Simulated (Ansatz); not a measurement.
# Is Hf-Sc-Hf stack of (100) layers a stable metal?

The plan: relax Hf-Sc-Hf stack of (100) layers, check its phonons, and, if the lattice is stable, compute its Eliashberg function and ρ(T).

Program: Ansatz 0.2.0. Level of theory: DFT PBEsol, scalar-relativistic, plane waves, PAW; PAW set soft_1. Results are calculated unless marked as measured.

### Step 1. Set-up

The cell holds 3 atoms: 2 Hf and 1 Sc. Cell: a = 3.283 Å, b = 3.283 Å, c = 15.643 Å, α = 90.0°, β = 90.0°, γ = 90.0°. Vacuum lies along c.

Structure file:

```cif
data_structure
_symmetry_space_group_name_H-M 'P 1'
_symmetry_Int_Tables_number 1
_cell_length_a 3.2834
_cell_length_b 3.2834
_cell_length_c 15.6435
_cell_angle_alpha 90.000
_cell_angle_beta 90.000
_cell_angle_gamma 90.000
_cell_volume 168.65
loop_
_atom_site_label
_atom_site_type_symbol
_atom_site_fract_x
_atom_site_fract_y
_atom_site_fract_z
_atom_site_occupancy
Hf1 Hf 0.00000 0.00000 0.35158 1
Sc2 Sc 0.50000 0.50000 0.50000 1
Hf3 Hf 0.00000 0.00000 0.64842 1
```

### Step 2. Rough relaxation

Large forces or a large pressure at the start call for a first relaxation with loose thresholds.

Contents of input.yaml:

```yaml
crystal:
  lattice:
    - [3.28344, 0.0, 0.0]
    - [0.0, 3.28344, 0.0]
    - [0.0, 0.0, 15.64349]
  atoms:
    - { symbol: Hf, position: [0.0, 0.0, 0.351584] }
    - { symbol: Sc, position: [0.5, 0.5, 0.5] }
    - { symbol: Hf, position: [0.0, 0.0, 0.648416] }
  periodic: [true, true, false]
kpoints:
  mp_grid: { grid: [6, 6, 1] }
hamiltonian:
  xc: pbesol
  pseudopotentials: { kind: paw, azcp: { folder: soft_1 }, xc_functional: pbe }
scf:
  occupations: { method: gaussian, width: 0.1 }
output:
  forces: true
  stress: true
  eigenvalues: true
relax:
  adjacent_minimum: "off"
  f_tol: 0.05
  max_steps: 80
  cell: { stress_2d_tol: 0.02 }
```

Launch:

```sh
ansatz run input.yaml --threads 8 --pin off --max-ram 20480MiB --backend cpu --events-out ev --progress --plain --runs-dir out
```

Numbers of over 12 decimals in the logs are rounded to 6 here.

Log:

```text
Warning: crystal.periodic: the lattice vector that does not repeat stood 0.000° off the slab's normal, 15.643 Å along it as the deck builds it. The run solves the slab on a vector along the normal, 33.087 Å long, with every atom where it was (on the deck's vector they left 11.00 Å outside them, and the widest stretch free of ions among them is 2.32 Å). A fractional position that the run reports is one of the run's ce [...]
The last accepted step is kept in <dir> (removed where the run ends without a failure and the disk answers)
crystal.periodic: the lattice vector that does not repeat stood 0.000° off the slab's normal, 15.643 Å along it as the deck builds it. The run solves the slab on a vector along the normal, 33.087 Å long, with every atom where it was (on the deck's vector they left 11.00 Å outside them, and the widest stretch free of ions among them is 2.32 Å). A fractional position that the run reports is one of the run's cell, which [...]
Engine: ansatz 0.2.0, aarch64-unknown-linux-gnu
Pseudopotentials: kind: paw
Pseudopotential: Hf, paw, valence charge 26, recommended cutoff 420 eV (normal), soft_1/Hf.paw.azcp
Pseudopotential: Sc, paw, valence charge 11, recommended cutoff 420 eV (normal), soft_1/Sc.paw.azcp
Functional definition: PBEsol
  exchange = pbesol_x
  correlation = pbesol_c
Crystal: 3 atoms, lattice volume = 356.710 Å³
Basis set: ecut = 420 eV, 7063 PW (Γ), exchange–correlation on 48×48×450 points (8 copies of the dense FFT grid, shifted against one another)
Bands: 38, of which v1, the nominal top of the filled ones, is band 32 counted from 1 (31 counted from 0)
Symmetry: 16 space group operations
Space group: P4/mmm (ITA 123), of the structure as read, at distance tolerance 7.1e-5 Å
k-points: 10 of 36
Non-local potential: Hf, projectors of the file, l = 0: 3, l = 1: 2, l = 2: 2, l = 3: 3
Non-local potential: Sc, projectors of the file, l = 0: 3, l = 1: 2, l = 2: 3, l = 3: 1
PAW form: soft (Blöchl's): semilocal exchange-correlation on the pseudo side does not see the compensation charge
PAW frozen core: Hf, regenerated for the run's functional, and the local potential with it (the file was generated under x = pbe(κ = 0.804, μ = 0.219515), c = pbe(β = 0.066725))
PAW frozen core: Sc, regenerated for the run's functional, and the local potential with it (the file was generated under x = pbe(κ = 0.804, μ = 0.219515), c = pbe(β = 0.066725))
PAW one-centre angular grid: Hf, 590 points (default); XC on 64 Gauss nodes
PAW one-centre angular grid: Sc, 590 points (default); XC on 64 Gauss nodes
Initial density: superposition of atomic densities (neutral atoms: chi_scale 0, normalization atom)
Initial wavefunctions: pseudopotential atomic-orbital guess
Functional: x = pbesol(κ = 0.804, μ = 0.123457), c = pbesol(β = 0.046)
SCF iter   1: F=—  HF=-33308.603445 eV  |F-HF|=—  |Δ(HF+E_count)|=         —  Δρ=2.84e-2  dr2=3.14e1  ethr=3.10e-3  ⟨swp⟩=9.5  Hψ=1927  notcnv=0
preconditioner: auto → LDOS  [metal: Δε(μ)=0.027 eV  Ē_g=10.076 eV  σ=0.100 eV  W_gap=0.15  n_scr=48 (ndim 8)  ℏωp=12.3 eV  f_vac=0.718  D(μ)=3.36/eV (n_scr^D=12)  β→1.0]
SCF iter   2: F=—  HF=-33312.048102 eV  |F-HF|=—  |Δ(HF+E_count)|=    3.44e0  Δρ=3.96e-2  dr2=1.14e2  ethr=3.10e-3  ⟨swp⟩=8.6  Hψ=1443  notcnv=0  defer=21  recentre
SCF iter   3: F=—  HF=-33305.819205 eV  |F-HF|=—  |Δ(HF+E_count)|=    6.23e0  Δρ=1.06e-2  dr2=3.40e0  ethr=3.10e-3  ⟨swp⟩=6.4  Hψ=1194  notcnv=0  defer=5
SCF iter   4: F=—  HF=-33305.540090 eV  |F-HF|=—  |Δ(HF+E_count)|=   2.79e-1  Δρ=4.54e-3  dr2=2.41e-1  ethr=3.10e-3  ⟨swp⟩=3.6  Hψ=681  notcnv=0  defer=7
SCF iter   5: F=—  HF=-33305.498078 eV  |F-HF|=—  |Δ(HF+E_count)|=   4.20e-2  Δρ=1.80e-3  dr2=1.62e-2  ethr=3.83e-4  ⟨swp⟩=2.3  Hψ=658  notcnv=0  defer=10
SCF iter   6: F=—  HF=-33305.501691 eV  |F-HF|=—  |Δ(HF+E_count)|=   3.61e-3  Δρ=8.91e-4  dr2=5.55e-3  ethr=2.57e-5  ⟨swp⟩=3.0  Hψ=718  notcnv=0  defer=10
SCF iter   7: F=—  HF=-33305.501095 eV  |F-HF|=—  |Δ(HF+E_count)|=   5.95e-4  Δρ=4.92e-4  dr2=1.15e-3  ethr=8.81e-6  ⟨swp⟩=2.9  Hψ=798  notcnv=0  defer=10
SCF iter   8: F=—  HF=-33305.501846 eV  |F-HF|=—  |Δ(HF+E_count)|=   7.51e-4  Δρ=4.25e-4  dr2=5.58e-4  ethr=1.82e-6  ⟨swp⟩=2.8  Hψ=766  notcnv=0  defer=10
SCF iter   9: F=—  HF=-33305.501561 eV  |F-HF|=—  |Δ(HF+E_count)|=   2.85e-4  Δρ=1.77e-4  dr2=1.13e-4  ethr=8.85e-7  ⟨swp⟩=3.7  Hψ=876  notcnv=0  defer=10
SCF iter  10: F=—  HF=-33305.501616 eV  |F-HF|=—  |Δ(HF+E_count)|=   5.51e-5  Δρ=1.10e-4  dr2=3.84e-5  ethr=1.79e-7  ⟨swp⟩=2.5  Hψ=746  notcnv=0  defer=10
SCF iter  11: F=—  HF=-33305.501551 eV  |F-HF|=—  |Δ(HF+E_count)|=   6.52e-5  Δρ=2.92e-5  dr2=7.37e-6  ethr=6.09e-8  ⟨swp⟩=3.2  Hψ=854  notcnv=0  defer=10
SCF iter  12: F=—  HF=-33305.501552 eV  |F-HF|=—  |Δ(HF+E_count)|=   6.95e-7  Δρ=9.66e-6  dr2=7.40e-7  ethr=1.17e-8  ⟨swp⟩=3.0  Hψ=735  notcnv=0  defer=10
iter 13 did not close the SCF: its close was put off until two iterations running show no level that it waits for move by more than its bar (scf_convergence_deferred on its scf_iter line)
SCF iter  13: F=-33305.501553 eV  HF=-33305.501553 eV  |F-HF|=1.50e-7  |Δ(HF+E_count)|=   8.49e-7  Δρ=2.81e-6  dr2=3.62e-8  ethr=1.59e-10  ⟨swp⟩=15.8  Hψ=2807  notcnv=0
iter 14 did not close the SCF: its close was put off until two iterations running show no level that it waits for move by more than its bar (scf_convergence_deferred on its scf_iter line)
SCF iter  14: F=-33305.501553 eV  HF=-33305.501553 eV  |F-HF|=2.17e-8  |Δ(HF+E_count)|=   1.31e-7  Δρ=1.11e-6  dr2=7.05e-9  ethr=5.74e-11  ⟨swp⟩=3.4  Hψ=1473  notcnv=0
SCF iter  15: F=-33305.501553 eV  HF=-33305.501553 eV  |F-HF|=2.41e-9  |Δ(HF+E_count)|=   2.28e-8  Δρ=4.44e-7  dr2=1.45e-9  ethr=1.12e-11  ⟨swp⟩=3.3  Hψ=1315  notcnv=0
SCF 1 converged in 15 iterations: F = -33305.501553 eV  dr2 = 1.45e-9
  greatest PAW one-centre occupation: 0.998 electrons in one spin orbital (limit 2), on the Hf atom at site 2 (counted from 0), in its partial waves of l = 3
relax step   1: F+E_penalty+E_count = -33305.50155287 eV  Δ(F+E_penalty+E_count) = +0.000e0 eV  max|allowed force component| = 8.462e-1 eV/Å  Δτ_max = 0.0000 Å  P = -11.542 N/m  Ω = 356.710 Å³  fix = [c, alpha, beta]  reactions: c +0.000 N/m  (15 SCF iters, dr2 threshold 1.00e-7 eV, accepted)
Crystal: 3 atoms, lattice volume = 324.726 Å³
Basis set: ecut = 420 eV, 6423 PW (Γ), exchange–correlation on 48×48×450 points (8 copies of the dense FFT grid, shifted against one another)
Initial density: handed on by an earlier stage of this run
Initial wavefunctions: those handed on with the density
[...]
SCF iter   6: F=—  HF=-33306.424798 eV  |F-HF|=—  |Δ(HF+E_count)|=   2.69e-5  Δρ=1.09e-4  dr2=2.27e-4  ethr=7.77e-7  ⟨swp⟩=2.9  Hψ=779  notcnv=0  defer=9
SCF iter   7: F=—  HF=-33306.424782 eV  |F-HF|=—  |Δ(HF+E_count)|=   1.54e-5  Δρ=5.28e-5  dr2=3.05e-5  ethr=3.61e-7  ⟨swp⟩=2.3  Hψ=536  notcnv=0  defer=9
SCF iter   8: F=—  HF=-33306.424790 eV  |F-HF|=—  |Δ(HF+E_count)|=   7.10e-6  Δρ=2.29e-5  dr2=3.62e-6  ethr=4.84e-8  ⟨swp⟩=3.1  Hψ=682  notcnv=0  defer=9
iter 9 did not close the SCF: its close was put off until two iterations running show no level that it waits for move by more than its bar (scf_convergence_deferred on its scf_iter line)
SCF iter   9: F=-33306.424791 eV  HF=-33306.424791 eV  |F-HF|=3.25e-7  |Δ(HF+E_count)|=   1.33e-6  Δρ=7.89e-6  dr2=1.97e-7  ethr=4.76e-10  ⟨swp⟩=14.7  Hψ=2804  notcnv=0
SCF iter  10: F=-33306.424791 eV  HF=-33306.424791 eV  |F-HF|=3.26e-8  |Δ(HF+E_count)|=   3.35e-7  Δρ=3.15e-6  dr2=3.36e-8  ethr=3.12e-10  ⟨swp⟩=5.0  Hψ=1901  notcnv=0
SCF 3 converged in 10 iterations: F = -33306.424791 eV  dr2 = 3.36e-8
relax step   3: F+E_penalty+E_count = -33306.42479129 eV  Δ(F+E_penalty+E_count) = -2.419e-1 eV  max|allowed force component| = 9.868e-2 eV/Å  Δτ_max = 0.1185 Å  P = -0.477 N/m  Ω = 292.378 Å³  energy of the carried Pulay correction = +1.968e-3 eV  fix = [c, alpha, beta]  reactions: c +0.000 N/m  (10 SCF iters, dr2 threshold 3.00e-7 eV, accepted)
[...]
relax step   4: F+E_penalty+E_count = -33306.42810347 eV  Δ(F+E_penalty+E_count) = -3.312e-3 eV  max|allowed force component| = 4.554e-2 eV/Å  Δτ_max = 0.0415 Å  P = +0.273 N/m  Ω = 287.775 Å³  energy of the carried Pulay correction = +2.124e-3 eV  fix = [c, alpha, beta]  reactions: c +0.000 N/m  (11 SCF iters, dr2 threshold 3.00e-7 eV, accepted)
[...]
relax step   5: F+E_penalty+E_count = -33306.42905615 eV  Δ(F+E_penalty+E_count) = -9.527e-4 eV  max|allowed force component| = 9.058e-4 eV/Å  Δτ_max = 0.0134 Å  P = -0.017 N/m  Ω = 289.378 Å³  energy of the carried Pulay correction = +2.070e-3 eV  fix = [c, alpha, beta]  reactions: c +0.000 N/m  (8 SCF iters, dr2 threshold 8.67e-8 eV, accepted)
[...]
relax step   6: F+E_penalty+E_count = -33306.42763061 eV  Δ(F+E_penalty+E_count) = +1.426e-3 eV  max|allowed force component| = 6.687e-4 eV/Å  Δτ_max = 0.0000 Å  P = -0.027 N/m  Ω = 289.378 Å³  fix = [c, alpha, beta]  reactions: c +0.000 N/m  stress off target by 2.66e-2 N/m on what of the cell is left free  SCF on the basis re-selected at this cell (its energy is not comparable with the rows above)  (10 SCF iters)
[...]
relax step   7: F+E_penalty+E_count = -33306.42763635 eV  Δ(F+E_penalty+E_count) = -5.736e-6 eV  max|allowed force component| = 2.350e-4 eV/Å  Δτ_max = 0.0001 Å  P = -0.003 N/m  Ω = 289.288 Å³  energy of the carried Pulay correction = +3.379e-6 eV  fix = [c, alpha, beta]  reactions: c +0.000 N/m  (6 SCF iters, dr2 threshold 8.23e-10 eV, accepted)
iter 1 solved again at ethr=3.94e-6 eV; its pass at ethr=3.10e-3 eV (dr2=2.48e-3 eV) is discarded
SCF iter   1: F=—  HF=-33306.427801 eV  |F-HF|=—  |Δ(HF+E_count)|=         —  Δρ=5.97e-6  dr2=2.90e-8  ethr=3.94e-6  ⟨swp⟩=4.5  Hψ=3314  notcnv=0
eigensolver tolerance schedule: the retry pair's looser diagonalisation over-reported the residual by 85689.11 of it (diagonalisation noise at an unbounded share of the residual, at the tolerance the schedule requests for it); recorded, not acted on — ethr = c·dr2/N_el stays at c = 1.0e-1
SCF iter   2: F=—  HF=-33306.427635 eV  |F-HF|=—  |Δ(HF+E_count)|=   1.67e-4  Δρ=6.74e-6  dr2=7.12e-8  ethr=4.60e-11  ⟨swp⟩=7.4  Hψ=2125  notcnv=0
SCF iter   3: F=—  HF=-33306.427635 eV  |F-HF|=—  |Δ(HF+E_count)|=   4.75e-9  Δρ=3.32e-6  dr2=5.60e-9  ethr=4.60e-11  ⟨swp⟩=2.1  Hψ=670  notcnv=0
SCF iter   4: F=—  HF=-33306.427635 eV  |F-HF|=—  |Δ(HF+E_count)|=  9.46e-10  Δρ=2.46e-6  dr2=5.09e-9  ethr=8.89e-12  ⟨swp⟩=2.5  Hψ=595  notcnv=0
SCF iter   5: F=—  HF=-33306.427635 eV  |F-HF|=—  |Δ(HF+E_count)|=  1.24e-10  Δρ=1.44e-6  dr2=2.07e-9  ethr=8.08e-12  ⟨swp⟩=1.4  Hψ=447  notcnv=0
SCF iter   6: F=—  HF=-33306.427635 eV  |F-HF|=—  |Δ(HF+E_count)|=  2.18e-11  Δρ=1.34e-7  dr2=3.70e-11  ethr=3.29e-12  ⟨swp⟩=2.0  Hψ=696  notcnv=0
SCF iter   7: F=—  HF=-33306.427635 eV  |F-HF|=—  |Δ(HF+E_count)|=  2.91e-11  Δρ=1.45e-7  dr2=2.28e-11  ethr=1.00e-12  ⟨swp⟩=2.3  Hψ=570  notcnv=0
SCF iter   8: F=-33306.427635 eV  HF=-33306.427635 eV  |F-HF|=0.00e0  |Δ(HF+E_count)|=  8.73e-11  Δρ=2.84e-8  dr2=1.18e-12  ethr=1.00e-12  ⟨swp⟩=11.4  Hψ=3324  notcnv=0
SCF 8 converged in 8 iterations: F = -33306.427635 eV  dr2 = 1.18e-12
relax step   8: F+E_penalty+E_count = -33306.42763470 eV  Δ(F+E_penalty+E_count) = +1.652e-6 eV  max|allowed force component| = 2.383e-4 eV/Å  Δτ_max = 0.0000 Å  P = -0.003 N/m  Ω = 289.288 Å³  fix = [c, alpha, beta]  reactions: c +0.000 N/m  stress off target by 2.68e-3 N/m on what of the cell is left free  SCF on the basis re-selected at this cell (its energy is not comparable with the rows above)  (8 SCF iters)
basis re-selected at this cell: Δ(F+E_penalty+E_count) = +1.652e-6 eV, ΔP = -0.000 N/m vs the last step (what re-selecting the basis moved, of the pressure what is left beyond the Pulay correction that the steps carried, after the strain that the cell walked since its last selection, with what the two solves' SCF thresholds leave and, on support functions, any second-order correction that the steps lacked; it is no m [...]
SCF converged after 8 iterations
Free energy (F): -33306.427635 eV
Harris-Foulkes:  -33306.427635 eV  (|F-HF|=0.00e0)
Internal energy: -33306.407419 eV  (E = F + TS)
E sigma→0 (E₀):  -33306.417527 eV
Entropy (-TS):   -0.020216 eV (-6.739 meV/atom)
Fermi energy:    -4.201645 eV
--- Per-component energies (eV) ---
  E_band       = -1482.000042
  E_kinetic    = 1032.233242
  E_local      = -254951.054411  (includes V_loc(G=0)·N_el)
  E_nonlocal   = 269.922087
  E_hartree    = 126535.179628
  E_xc         = -614.079406
  E_vxc        = -613.941982  (∫ρ·V_xc dr)
  E_paw        = -16115.302815  (= ΣΔE_a)
  E_vpaw       = -289.518267  (= ΣTr[D̂ρ^β])
  E_aug_tail   = 0.000240  (compensation charges beyond the density's cutoff)
  E_ewald      = 110534.062880
  E_core_change = 2.631138  (= ΣΔE_core)
  E_smearing   = -0.020216  (= −TS)
  E_closure    = 0.000000  (closes the sum)
  Σ components = -33306.427635   (vs F -33306.427635, Δ=0.00e0)
--- Forces (eV/Å), atoms counted from 1 ---
  atom   1  Hf     0.00000000     0.00000000     0.00023826
  atom   2  Sc     0.00000000     0.00000000     0.00000000
  atom   3  Hf     0.00000000     0.00000000    -0.00023826
  max |Σ_I F_I| component: 3.79e-29 eV/Å
--- 2D stress c σ (N/m, compression-positive) ---
       -0.002680       0.000000       0.000000
        0.000000      -0.002680       0.000000
        0.000000       0.000000       0.000000
  P = ½ c Tr σ = -0.0027 N/m
--- Band table (eV; the first three rows and the last of 10) ---
  k-point 0: bands = [... 28 lower, -7.0292, -5.6304, -5.2543, -4.2239, -4.1196, -3.3379, -2.5935, -1.6268, ... 2 higher]
  k-point 1: bands = [... 28 lower, -6.5250, -5.1424, -4.7735, -4.2895, -3.9726, -3.1598, -3.0360, -2.0141, ... 2 higher]
  k-point 2: bands = [... 28 lower, -5.9331, -4.6194, -4.5248, -3.9326, -3.7259, -3.5800, -2.6871, -1.6612, ... 2 higher]
  k-point 9: bands = [... 28 lower, -6.0455, -5.2596, -5.2596, -4.1279, -4.1279, -1.4516, -1.0860, -1.0860, ... 2 higher]
--- Relaxed structure (6 steps of the walk, 6 accepted, 2 SCFs on fresh bases) ---
  F+E_penalty+E_count = -33306.42763470 eV   max|allowed force component| = 2.383e-4 eV/Å   (the final SCF, on the basis selected at the relaxed cell)
  cell:  # Å, volume = 289.2879 Å³
    - [2.956900, 0, 0.0]
    - [0, 2.956900, 0.0]
    - [0.0, 0.0, 33.08697684736]
  atoms:
    - { symbol: Hf, position: [0, 0, 0.167688] }
    - { symbol: Sc, position: [0.500000, 0.500000, 0.236400] }
    - { symbol: Hf, position: [0, 0, 0.305111] }
```

Wall time 14 s (8 threads of Arm Neoverse V2, shared host); peak memory 0.97 GiB.

Relaxation path:

```
step  energy less that of the first step (eV)  largest force component (eV/Å)  volume (Å³)
   1                                   0.0000                          0.8462       356.71
   2                                  -0.6814                          0.1706       324.73
   3                                  -0.9232                          0.0987       292.38
   4                                  -0.9265                          0.0455       287.77
   5                                  -0.9275                          0.0009       289.38
  6*                                  -0.9261                          0.0007       289.38
   7                                  -0.9261                          0.0002       289.29
  8*                                  -0.9261                          0.0002       289.29
```

Relaxation steps marked * repeat the geometry before them on a plane-wave basis chosen anew for their cell, so energy and pressure can jump there.

Forces are held to the 16 operations that the run works with; a distortion that breaks them can't arise in this run.

```
cell as run  before  after  change
      a (Å)   3.283  2.957  -9.9 %
      b (Å)   3.283  2.957  -9.9 %
```

The atoms that moved most (Å, along periodic axes as changes of fractional coordinates times the final cell, across vacuum about the mean position):

```
atom     dx     dy      dz  length
 Hf1  0.000  0.000   0.048   0.048
 Hf3  0.000  0.000  -0.048   0.048
```

The relaxed structure:

```xyz
3
Lattice="2.9569 0.0000 0.0000 0.0000 2.9569 0.0000 0.0000 0.0000 33.0870" Properties=species:S:1:pos:R:3
Hf    0.0000    0.0000    5.5483
Sc    1.4784    1.4784    7.8217
Hf    0.0000    0.0000   10.0952
```

Numbers from this step:

```
metallic on mesh  : yes
gap on the k-mesh : 0 eV
```

The relaxation ends with a largest force component of 2.4e-4 eV/Å.

(Part 1 of 4 ends here.)

[Logs are printed without paths, hosts, clocks, repeated set-up lines and the standing remarks that a program may print on its own settings, such as how far it seeks lower states.]

[Hosts, paths, dates, database ids (printed as entryN), source tags and the programs' standing remarks are cut or masked in the printed files.]
